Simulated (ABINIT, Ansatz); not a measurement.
Computed results, one entry a study.

**Quasiparticle gap of Be3N2 (R3m) in ABINIT**

Symmetry: R3m, No. 160, trigonal system. The conventional cell has a = 2.840 Å, b = 2.840 Å, c = 14.599 Å, α = 90.00°, β = 90.00°, γ = 120.00°. Be has 3 N at 1.65 Å nearest. Nearest to Be lie 4 N at 1.66 to 1.84 Å. Nearest to Be lie 4 N at 1.68 to 1.78 Å. Nearest to N lie 5 Be at 1.65 to 1.68 Å. Nearest to N lie 6 Be at 1.78 to 1.84 Å. Farther neighbours, and contacts between anions beyond the nearest, are not listed.

| Quantity | Value |
| --- | --- |
| method | RPA screening on LDA, plane waves, norm-conserving pseudopotentials (and 2 further levels or steps) |
| program | ABINIT 10.8.3 |
| settings | cutoff 38 Ha, PseudoDojo scalar-relativistic 0.4.1 standard, norm-conserving, ngkpt (4, 4, 4), nband 41, ecuteps 4.4 Ha, inclvkb 2, shiftk (0, 0, 0), symchi 1, awtr 1, frequency ppm, 4×4×4 k-mesh |
| cost | 5 runs, 4 min in all on 4 MPI ranks of Arm Neoverse N1, shared host |
| notes | The program’s warnings: nkpt*nsppol () is not a multiple of nproc spkpt (). The cell and positions are those that the Materials Project relaxed with its own functionals (PBE, PBE+U or r2SCAN), kept fixed. |
| LDA gap | 2.73 eV, indirect |
| G0W0 gap on the mesh | 4.16 eV |
| GW settings | 4×4×4 mesh, 41 bands, screening to 119.7 eV, Godby-Needs plasmon pole |
| known limits | short of the basis limit |

G0W0 moves the gap on the mesh from 2.73 eV to 4.16 eV (+1.43 eV), with Z of 0.81 and 0.84 at the edges. Local fields lower the RPA ε∞ on this mesh from 5.17 to 4.76.

[Paths, hosts, dates, memory and timing lines, banners, echoed tables and standing remarks are left out of the program output; an Ansatz launch command may be rebuilt from the run's recorded settings. Measured values are a selection of at most five: reports struck by readers or far from the other reports are left out. None is set beside runs whose start may be inverted or whose files or cutoffs have a known fault.]

[Runs of the session that timed out or met a known fault of the program may be left out.]

[Hosts, paths, dates, database ids (printed as entryN), source tags and the programs' standing remarks are cut or masked in the printed files.]

[G0W0 gaps are taken among the corrected bands and points alone; a level outside them can change the order at an edge.]

[Where Ansatz stands beside ABINIT at settings called matched, ABINIT's density can come from a denser mesh and the files from another edition; pairs whose starting gaps differed by over 0.03 eV were left out, so agreement reads better than it is.]
